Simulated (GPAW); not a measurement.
# A 7-layer slab of Pb(111): simulated STM images

Aim: Tersoff-Hamann images of a 7-layer slab of Pb(111) at several biases.

Method: GPAW, PAW setups; slab in vacuum, relaxation, in the first sound run; inputs show where later runs differ, in GPAW 26.7.0.

## (1) Set-up

The cell holds 7 atoms: 7 Pb. Its edges and angles: a = 3.500 Å, b = 3.500 Å, c = 35.147 Å, α = 90.0°, β = 90.0°, γ = 60.0°. Vacuum lies along c.

Coordinates:

```cif
data_structure
_symmetry_space_group_name_H-M 'P 1'
_symmetry_Int_Tables_number 1
_cell_length_a 3.5002
_cell_length_b 3.5002
_cell_length_c 35.1473
_cell_angle_alpha 90.000
_cell_angle_beta 90.000
_cell_angle_gamma 60.000
_cell_volume 372.91
loop_
_atom_site_label
_atom_site_type_symbol
_atom_site_fract_x
_atom_site_fract_y
_atom_site_fract_z
_atom_site_occupancy
Pb1 Pb 0.00000 0.00000 0.25607 1
Pb2 Pb 0.33333 0.33333 0.33738 1
Pb3 Pb 0.66667 0.66667 0.41869 1
Pb4 Pb 0.00000 0.00000 0.50000 1
Pb5 Pb 0.33333 0.33333 0.58131 1
Pb6 Pb 0.66667 0.66667 0.66262 1
Pb7 Pb 0.00000 0.00000 0.74393 1
```

## (2) Relaxation

Forces are removed first; all later runs use this geometry. The lowest 3 atoms are held at bulk positions and keep their forces.

The input, run.py:

```python
import json
import numpy as np
from ase import Atoms
from ase.constraints import FixAtoms
from ase.optimize import BFGS
from gpaw import GPAW, PW

slab = Atoms(
    ['Pb', 'Pb', 'Pb', 'Pb', 'Pb', 'Pb', 'Pb'],
    positions=[
        [0.00000, 0.00000, 9.00000],
        [1.75009, 1.01041, 11.85788],
        [3.50018, 2.02083, 14.71577],
        [0.00000, 0.00000, 17.57365],
        [1.75009, 1.01041, 20.43154],
        [3.50018, 2.02083, 23.28942],
        [0.00000, 0.00000, 26.14730]],
    cell=[[3.50018, 0.0, 0.0], [1.75009, 3.03124, 0.0], [0.0, 0.0, 35.1473]],
    pbc=[True, True, False])

slab.calc = GPAW(mode=PW(400), xc='PBE', kpts={'size': (10, 10, 1), 'gamma': True},
                 occupations={'name': 'fermi-dirac', 'width': 0.1}, nbands='200%',
                 convergence={'density': 1e-05}, maxiter=200,
                 poissonsolver={'dipolelayer': 'xy'},
                 symmetry={'tolerance': 1e-3, 'extra_ids': [1, 1, 1, 0, 0, 0, 0]}, txt='slab.txt')
result = {}
slab.set_constraint(FixAtoms([0, 1, 2]))
path = []
opt = BFGS(slab, maxstep=0.2)
opt.attach(lambda: path.append((slab.get_potential_energy(), slab.positions.tolist(), slab.get_forces().tolist())))
result['relaxed'] = bool(opt.run(fmax=0.03, steps=40))
result['path'] = path
energy = slab.get_potential_energy()
fermi = slab.calc.get_fermi_level()
v = slab.calc.get_electrostatic_potential().mean((0, 1)) - fermi
n = slab.calc.get_pseudo_density().mean((0, 1))
L = slab.cell[2, 2]
z = np.arange(len(v)) * L / len(v)
low, high = slab.positions[:, 2].min(), slab.positions[:, 2].max()
below, above = np.interp([low - 6.8, high + 6.8], z, v)
slopes = [np.interp(x, z, np.gradient(v, z)) for x in (low - 6.8, high + 6.8)]
eps = np.array([[slab.calc.get_eigenvalues(k, s) for k in range(len(slab.calc.get_ibz_k_points()))]
                for s in range(slab.calc.get_number_of_spins())]) - fermi
top, bottom = eps[eps < 0].max(), eps[eps > 0].min()
dipole = slab.get_dipole_moment()[2]
print(f'energy {energy:.4f} eV, Fermi level {fermi:.4f} eV, dipole {dipole:.5f} e A')
print(f'potential 6.8 A off the faces, from the Fermi level: lower {below:.4f} eV, upper {above:.4f} eV')
print(f'slope of the potential there: lower {slopes[0]:.5f}, upper {slopes[1]:.5f} eV/A')
print(f'nearest levels on the mesh: {top:.4f} and {bottom:.4f} eV')
print('magnetic moment', round(slab.get_magnetic_moment(), 3))
result.update(energy=energy, fermi=fermi, dipole=dipole, below=below, above=above, slopes=slopes, edges=[top, bottom],
              z=z.tolist(), v=v.tolist(), n=n.tolist(), positions=slab.positions.tolist(),
              forces=slab.get_forces(apply_constraint=False).tolist(), moments=slab.get_magnetic_moments().tolist())
json.dump(result, open('result.json', 'w'))
```

On the command line:

```
OMP_NUM_THREADS=1 OPENBLAS_NUM_THREADS=1 python run.py
```

What it wrote:

```text
Step          Energy          fmax
BFGS:    0      -25.754079        0.203187
BFGS:    1      -25.754802        0.194021
BFGS:    2      -25.762469        0.060966
BFGS:    3      -25.762537        0.058224
BFGS:    4      -25.762841        0.044373
BFGS:    5      -25.763297        0.048287
BFGS:    6      -25.763983        0.057234
BFGS:    7      -25.764461        0.045427
BFGS:    8      -25.764723        0.047379
BFGS:    9      -25.764828        0.048251
BFGS:   10      -25.765311        0.057629
BFGS:   11      -25.766232        0.064739
BFGS:   12      -25.767138        0.057825
BFGS:   13      -25.767861        0.049135
BFGS:   14      -25.768000        0.050519
BFGS:   15      -25.768094        0.047024
BFGS:   16      -25.768292        0.039303
BFGS:   17      -25.768568        0.048251
BFGS:   18      -25.769110        0.042478
BFGS:   19      -25.769714        0.017246
energy -25.6970 eV, Fermi level 2.7492 eV, dipole -0.00099 e A
potential 6.8 A off the faces, from the Fermi level: lower 3.7002 eV, upper 3.7275 eV
slope of the potential there: lower -0.00018, upper -0.00000 eV/A
nearest levels on the mesh: -0.0280 and 0.0019 eV
magnetic moment 0.0
```

Wall time 80 min (1 thread of Intel Xeon Platinum 8259CL at 2.50GHz (Skylake/Cascade Lake), shared host); peak memory 0.4 GiB.

Step by step:

| step | energy less that of the first step (eV) | largest force (eV/Å) |
| --- | --- | --- |
| 1 | 0.0000 | 0.2032 |
| 2 | -0.0007 | 0.1940 |
| 3 | -0.0080 | 0.0610 |
| 4 | -0.0081 | 0.0582 |
| 5 | -0.0084 | 0.0444 |
| 6 | -0.0090 | 0.0483 |
| 7 | -0.0097 | 0.0572 |
| 8 | -0.0102 | 0.0454 |
| 9 | -0.0104 | 0.0474 |
| 10 | -0.0105 | 0.0483 |
| 11 | -0.0108 | 0.0576 |
| 12 | -0.0114 | 0.0647 |
| 13 | -0.0119 | 0.0578 |
| 14 | -0.0123 | 0.0491 |
| 15 | -0.0124 | 0.0505 |
| 16 | -0.0125 | 0.0470 |
| 17 | -0.0125 | 0.0393 |
| 18 | -0.0125 | 0.0483 |
| 19 | -0.0127 | 0.0425 |
| 20 | -0.0128 | 0.0172 |

The atoms that moved most (Å):

| atom | dx | dy | dz | length |
| --- | --- | --- | --- | --- |
| Pb6 | 0.000 | 0.000 | 0.222 | 0.222 |
| Pb5 | 0.000 | 0.000 | 0.151 | 0.151 |
| Pb7 | 0.000 | 0.000 | 0.149 | 0.149 |
| Pb4 | 0.000 | 0.000 | 0.076 | 0.076 |

Final coordinates:

```
Pb
1.0
     3.50018    0.00000    0.00000
     1.75009    3.03124    0.00000
     0.00000    0.00000   35.14730
Pb
7
Direct
  0.00000 0.00000 0.25607
  0.33333 0.33333 0.33738
  0.66667 0.66667 0.41869
  0.00000 0.00000 0.50218
  0.33333 0.33333 0.58562
  0.66667 0.66667 0.66895
  0.00000 0.00000 0.74817
```

Numbers from this step:

| Quantity | Value |
| --- | --- |
| dipole along the normal | -9.86e-4 e·Å |
| levels nearest the Fermi level on the mesh | -0.02804, 0.001949 eV from the Fermi level |
| upper work function | 3.728 eV |
| lower work function | 3.700 eV |

The electrostatic potential energy of an electron (without an applied field's), less the Fermi level, planar mean oscillates, so the rows of the table below give means over windows of 2.93 Å about each position, cut where the curve ends. Its maxima inside the range that stand out by 2 % of the span (Å: eV): 10.5: 1.21, 13.3: 1.14, 16.2: 1.40, 19.1: 1.39, 22.1: 1.39, 24.9: 0.948. Its minima: 9.0: -21.8, 11.8: -21.8, 14.7: -21.9, 17.7: -21.9, 20.6: -21.9, 23.5: -21.8, 26.3: -21.7.

Electrostatic potential energy of an electron (without an applied field's), less the Fermi level, planar mean against z; means over each step:

```csv
z (Å),"electrostatic potential energy of an electron (without an applied field's), less the Fermi level, planar mean (eV)"
1.47,3.70
4.40,3.70
7.33,-0.153
10.26,-7.88
13.19,-7.97
16.12,-7.34
19.05,-7.35
21.98,-7.36
24.91,-8.56
27.84,-1.24
30.77,3.72
33.70,3.73
```

The pseudo valence density, planar mean oscillates, so the rows of the table below give means over windows of 2.93 Å about each position, cut where the curve ends. Its maxima inside the range that stand out by 2 % of the span (Å: e/Å³): 9.0: 1.20, 11.9: 1.18, 14.6: 1.17, 17.6: 1.17, 20.5: 1.17, 23.4: 1.17, 26.4: 1.18. Its minima: 10.5: 0.107, 13.4: 0.108, 16.1: 0.0977, 19.0: 0.0982, 22.0: 0.0978, 24.9: 0.117.

The pseudo valence density, planar mean by z; means over each step:

```csv
z (Å),"pseudo valence density, planar mean (e/Å³)"
4.40,1.2e-4
7.33,0.147
10.26,0.476
13.19,0.478
16.12,0.449
19.05,0.449
21.98,0.451
24.91,0.507
27.84,0.197
30.77,1.6e-4
33.70,0
```

The relaxation lowered the energy of the cell by 0.0128 eV (energies extrapolated to zero smearing; the optimiser's log prints free energies). The largest force left on a free atom is 0.017 eV/Å.

## (3) The slab's potential

With the geometry fixed, the planar mean of the potential gives the vacuum level on each side.

This step: GPAW, PAW setups; slab in vacuum (GPAW 26.7.0).

Changes to run.py since step 2:

```diff
@@ -3,4 +3,3 @@
 from ase import Atoms
-from ase.constraints import FixAtoms
-from ase.optimize import BFGS
+from ase.dft.stm import STM
 from gpaw import GPAW, PW
@@ -13,6 +12,6 @@
         [3.50018, 2.02083, 14.71577],
-        [0.00000, 0.00000, 17.57365],
-        [1.75009, 1.01041, 20.43154],
-        [3.50018, 2.02083, 23.28942],
-        [0.00000, 0.00000, 26.14730]],
+        [0.00000, 0.00000, 17.65013],
+        [1.75009, 1.01041, 20.58288],
+        [3.50018, 2.02083, 23.51165],
+        [-0.00000, -0.00000, 26.29618]],
     cell=[[3.50018, 0.0, 0.0], [1.75009, 3.03124, 0.0], [0.0, 0.0, 35.1473]],
@@ -24,10 +23,4 @@
                  poissonsolver={'dipolelayer': 'xy'},
-                 symmetry={'tolerance': 1e-3, 'extra_ids': [1, 1, 1, 0, 0, 0, 0]}, txt='slab.txt')
+                 symmetry={'tolerance': 1e-3}, txt='slab.txt')
 result = {}
-slab.set_constraint(FixAtoms([0, 1, 2]))
-path = []
-opt = BFGS(slab, maxstep=0.2)
-opt.attach(lambda: path.append((slab.get_potential_energy(), slab.positions.tolist(), slab.get_forces().tolist())))
-result['relaxed'] = bool(opt.run(fmax=0.03, steps=40))
-result['path'] = path
 energy = slab.get_potential_energy()
@@ -53,2 +46,16 @@
               forces=slab.get_forces(apply_constraint=False).tolist(), moments=slab.get_magnetic_moments().tolist())
+
+# Images need the states of the whole zone, up to time reversal
+slab.calc = slab.calc.fixed_density(symmetry={'point_group': False}, txt='states.txt', nbands='290%',
+                                    convergence={'bands': 'CBM+1.3'})
+stm = STM(slab)
+result['stm'] = []
+for bias in [-1.0, 1.0]:
+    height = high + 3.5
+    current = stm.get_averaged_current(bias, height)
+    x, y, h = stm.scan(bias, current)
+    i, f = divmod(height / L * stm.ldos.shape[2], 1)
+    I = abs((1 - f) * stm.ldos[:, :, int(i)] + f * stm.ldos[:, :, int(i) + 1])
+    print(f'bias {bias} V: mean current at 3.5 A {current:.4e}, corrugation {np.ptp(h):.4f} A')
+    result['stm'].append(dict(bias=bias, current=current, h=(h - high).tolist(), I=I.tolist()))
 json.dump(result, open('result.json', 'w'))
```

What it wrote:

```text
energy -25.6970 eV, Fermi level 2.7491 eV, dipole -0.00106 e A
potential 6.8 A off the faces, from the Fermi level: lower 3.7001 eV, upper 3.7278 eV
slope of the potential there: lower -0.00018, upper -0.00001 eV/A
nearest levels on the mesh: -0.0281 and 0.0019 eV
magnetic moment 0.0
bias -1.0 V: mean current at 3.5 A 6.1405e-05, corrugation 0.1129 A
bias 1.0 V: mean current at 3.5 A 2.0047e-04, corrugation 0.1371 A
```

The job ended after 22 min (1 thread; peak memory 1.4 GiB).

This step gave:

| Property | Result |
| --- | --- |
| dipole along the normal | -0.001061 e·Å |
| levels nearest the Fermi level on the mesh | -0.02805, 0.001947 eV from the Fermi level |
| corrugation -1 | 0.1129 Å |
| corrugation 1 | 0.1371 Å |

The electrostatic potential energy of an electron (without an applied field's), less the Fermi level, planar mean oscillates, so the rows of the table below give means over windows of 2.93 Å about each position, cut where the curve ends. Its maxima inside the range that stand out by 2 % of the span (Å: eV): 10.5: 1.21, 13.3: 1.14, 16.2: 1.40, 19.1: 1.39, 22.1: 1.39, 24.9: 0.948. Its minima: 9.0: -21.8, 11.8: -21.8, 14.7: -21.9, 17.7: -21.9, 20.6: -21.9, 23.5: -21.8, 26.3: -21.7.

Table of electrostatic potential energy of an electron (without an applied field's), less the Fermi level, planar mean by z; means over each step:

(Unchanged from step 2.)

The pseudo valence density, planar mean oscillates, so the rows of the table below give means over windows of 2.93 Å about each position, cut where the curve ends. Its maxima inside the range that stand out by 2 % of the span (Å: e/Å³): 9.0: 1.20, 11.9: 1.18, 14.6: 1.17, 17.6: 1.17, 20.5: 1.17, 23.4: 1.17, 26.4: 1.18. Its minima: 10.5: 0.107, 13.4: 0.108, 16.1: 0.0977, 19.0: 0.0982, 22.0: 0.0978, 24.9: 0.117.

Pseudo valence density, planar mean against z; means over each step:

```csv
z (Å),"pseudo valence density, planar mean (e/Å³)"
4.40,1.2e-4
7.33,0.147
10.26,0.476
13.19,0.478
16.12,0.449
19.05,0.449
21.98,0.451
24.91,0.507
27.84,0.197
30.77,1.6e-4
33.70,0
```

Tip height over the top atom over a1 and a2. Sample bias -1 V, constant current at the mean current 3.5 Å over the top atom.

Ten even steps from '0' (3.45 Å) to '9' (3.57 Å):
```
999876432112346789
999876532101235678
888876532100123567
677766532100012356
566665432100001234
445554432100000123
233333322100000012
122222221100000001
111111111111111111
111000001112222222
221000000122333333
432100000123445554
543210000123456666
665321000123566777
876532100123567888
987653211123567899
998764321123467899
999865421112456899
```
Columns: a1 from 0 to 0.944; rows upwards: a2 from 0 to 0.944.

Local density of states summed over the bias window over a1 and a2. Sample bias -1 V, constant height 3.5 Å over the top atom.

Ten even steps from '0' (5.62 × 1e-5 arbitrary) to '9' (7.23 × 1e-5 arbitrary):
```
999865321001235689
898865421000124568
788765431000013456
666665431100011345
455554321100001123
334443321000000012
222332221000000001
111222111000000000
001111110000011000
100000000011111111
211000000112223322
321100000112334443
432210000122345555
654321000123456666
765432100123456788
886542110112456889
998653210012356899
998764321012346789
```
Columns: a1 from 0 to 0.944; rows upwards: a2 from 0 to 0.944.

Tip height over the top atom over a1 and a2. Sample bias 1 V, constant current at the mean current 3.5 Å over the top atom.

Ten even steps from '_' (3.44 Å) to '@' (3.58 Å):
```
@@@@@@%%##**==--::....::--==**##%%@@
@@@@@@%%##**++--::......::--++**##%%
%%%%%%%%##**++--::..____..::--++**##
##########**++--::..______..::--++**
++********++==--::..________..::--==
====++++++====--::..__________..::--
::----====----::::..____________..::
..::::::::::::::......__________....
....................................
......__________......::::::::::::::
::::..____________..::::------------
==--::..__________..::--====++++++==
++==--::..________..::--==++********
##**++==::..______..::==++**########
%%##**++==::..____..::==++**##%%%%%%
@@%%##**++--::......::--++**##%%@@@@
@@@@%%##**==--::....::--==**##%%@@@@
@@@@@@%%##++==::......::==++##%%@@@@
```
Columns: a1 from 0 to 0.944; rows upwards: a2 from 0 to 0.944.

Local density of states summed over the bias window over a1 and a2. Sample bias 1 V, constant height 3.5 Å over the top atom.

Ten even steps from '0' (1.82 × 1e-4 arbitrary) to '9' (2.38 × 1e-4 arbitrary):
```
999865321001235689
898865421101124568
788765431100113456
666665431100011345
455554321100001123
334443321100000112
222332221100000011
111121111000000000
011111111001111110
110000000111111111
211000000112223322
321100000112334443
432110000112345555
654321000123456666
765431100113456788
886542110112456889
998653211112356899
998764321012346789
```
Columns: a1 from 0 to 0.944; rows upwards: a2 from 0 to 0.944.

Force by atom:

```
atom  x (eV/Å)  y (eV/Å)  z (eV/Å)   size
 Pb1     0.000     0.000     0.099  0.099
 Pb2     0.000     0.000    -0.189  0.189
 Pb3     0.000     0.000     0.088  0.088
 Pb4     0.000     0.000     0.008  0.008
 Pb5     0.000     0.000    -0.016  0.016
 Pb6     0.000     0.000     0.018  0.018
 Pb7     0.000     0.000    -0.007  0.007
```

The potential is flat to 1.8e-4 eV/Å where it is read, so the vacuum is wide enough.

## (4) A changed run

One more run, with changed settings.

Changes to run.py since step 3:

```diff
@@ -3,3 +3,2 @@
 from ase import Atoms
-from ase.dft.stm import STM
 from gpaw import GPAW, PW
@@ -19,5 +18,5 @@
 
-slab.calc = GPAW(mode=PW(400), xc='PBE', kpts={'size': (10, 10, 1), 'gamma': True},
+slab.calc = GPAW(mode=PW(400), xc='pbe96', kpts={'size': (10, 10, 1), 'gamma': True},
                  occupations={'name': 'fermi-dirac', 'width': 0.1}, nbands='200%',
-                 convergence={'density': 1e-05}, maxiter=200,
+                 convergence={'density': 1e-05}, maxiter=100,
                  poissonsolver={'dipolelayer': 'xy'},
@@ -46,16 +45,2 @@
               forces=slab.get_forces(apply_constraint=False).tolist(), moments=slab.get_magnetic_moments().tolist())
-
-# Images need the states of the whole zone, up to time reversal
-slab.calc = slab.calc.fixed_density(symmetry={'point_group': False}, txt='states.txt', nbands='290%',
-                                    convergence={'bands': 'CBM+1.3'})
-stm = STM(slab)
-result['stm'] = []
-for bias in [-1.0, 1.0]:
-    height = high + 3.5
-    current = stm.get_averaged_current(bias, height)
-    x, y, h = stm.scan(bias, current)
-    i, f = divmod(height / L * stm.ldos.shape[2], 1)
-    I = abs((1 - f) * stm.ldos[:, :, int(i)] + f * stm.ldos[:, :, int(i) + 1])
-    print(f'bias {bias} V: mean current at 3.5 A {current:.4e}, corrugation {np.ptp(h):.4f} A')
-    result['stm'].append(dict(bias=bias, current=current, h=(h - high).tolist(), I=I.tolist()))
 json.dump(result, open('result.json', 'w'))
```

What it wrote:

```text
NameError: Unknown functional: pbe96.
```

The job ended after 0.79 s (1 thread; peak memory 0.1 GiB).

The program refused the input before any cycle.

The program's message: “NameError: Unknown functional: pbe96.”

The change that led to it: xc = "pbe96".

## (5) Results

```json
{
  "work function, upper and lower face": "3.728 and 3.700 eV",
  "dipole along the normal": "-0.0011 e Å, near the numerical noise",
  "corrugation at -1 V": "0.113 Å",
  "corrugation at 1 V": "0.137 Å"
}
```

What this shows: The corrugation at constant current is largest at 1 V, where the tip height varies by 0.14 Å over the cell. Negative sample bias images filled states, positive bias empty ones. The measured value for polycrystalline Pb, which weights the faces of low work function, is 4.25 eV (as compiled in "Anisotropic work function of elemental crystals", 2019, arxiv:1902.07811); the relaxed upper face lies 0.52 eV under it with PBE. Measured work functions scatter by a tenth of an eV or more between methods. The images are of Tersoff-Hamann type: an s-wave tip, no tip-sample forces, heights closer than in a microscope. The small printed dipole stands for a step of 18 meV from the lower to the upper face, and the probes find 28 meV; values this small are near the numerical noise of both. The in-plane lattice was kept as typed, which isn't the functional's own and leaves some strain; spin-orbit coupling and temperature are left out.

[Logs are printed without paths, hosts, clocks, repeated set-up lines and the standing remarks that a program may print on its own settings, such as how far it seeks lower states.]

[Hosts, paths, dates, database ids (printed as entryN), source tags and the programs' standing remarks are cut or masked in the printed files.]
